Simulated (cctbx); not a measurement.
# MgIr2Se4: precision against data quality

Space group Fd-3m (no. 227, origin choice 1), a = 10.4370 Å, b = 10.4370 Å, c = 10.4370 Å, α = 90.00°, β = 90.00°, γ = 90.00°.

| atom | mult. | x | y | z | Ueq (Å²) |
| --- | --- | --- | --- | --- | --- |
| Ir1 | 16 | 7/8 | 7/8 | 1/8 | 0.0076 |
| Se1 | 32 | 0.3686 | 0.1314 | 0.1314 | 0.0069 |
| Mg1 | 8 | 1/4 | 3/4 | 1/4 | 0.0136 |

The model is made up (kin elements in a known structure type, no relaxation), so it says nothing on whether the phase exists.

Five simulated data sets (cctbx; Mo Kα, λ = 0.71073 Å; 2 % proportional error) differ in resolution or exposure (noise floor 15 counts in the first three, 8 in the last two). Each is refined with the right model, isotropic at 1.1 Å and anisotropic otherwise. How do the figures of merit and the uncertainties move?

| d min (Å) | top counts | ⟨I/σ⟩ (unmerged, absences included) | unique | param. (scale apart) | Rint | R1 | GooF | largest s.u. xyz (fractional) | s.u. U of Mg1 (Å²) | largest error (Å) |
| --- | --- | --- | --- | --- | --- | --- | --- | --- | --- | --- |
| 1.1 | 5000 | 2.0 | 34 | 4 | 0.045 | 0.0099 | 0.95 | 0.00010 | 0.0036 | 0.0014 |
| 0.84 | 5000 | 1.6 | 67 | 6 | 0.059 | 0.0147 | 0.97 | 0.00008 | 0.0024 | 0.0011 |
| 0.6 | 5000 | 1.2 | 164 | 6 | 0.098 | 0.0164 | 0.92 | 0.00005 | 0.0012 | 0.0005 |
| 0.75 | 300 | 0.3 | 88 | 6 | 0.377 | 0.0398 | 0.77 | 0.00037 | 0.0062 | 0.0067 |
| 0.75 | 3000 | 1.4 | 88 | 6 | 0.068 | 0.0128 | 0.77 | 0.00006 | 0.0015 | 0.0011 |

The number of reflections grows roughly as 1/d³: 34, 67 and 164 here. R1 follows the noise rather than the truth: at 300 counts it is 0.0398, at 3000 counts 0.0128, while GooF is 0.77 and 0.77: the weights 1/σ² carry the noise. The s.u. of U (U11 where anisotropic) for Mg1 goes 0.0036, 0.0024, 0.0012 Å² with resolution and 0.0062, 0.0015 Å² with exposure.

Hardware for the 0.6 Å refinement: 0.45 s on 1 thread of Arm Neoverse V2, with other jobs on the host, peak memory 0.09 GiB.
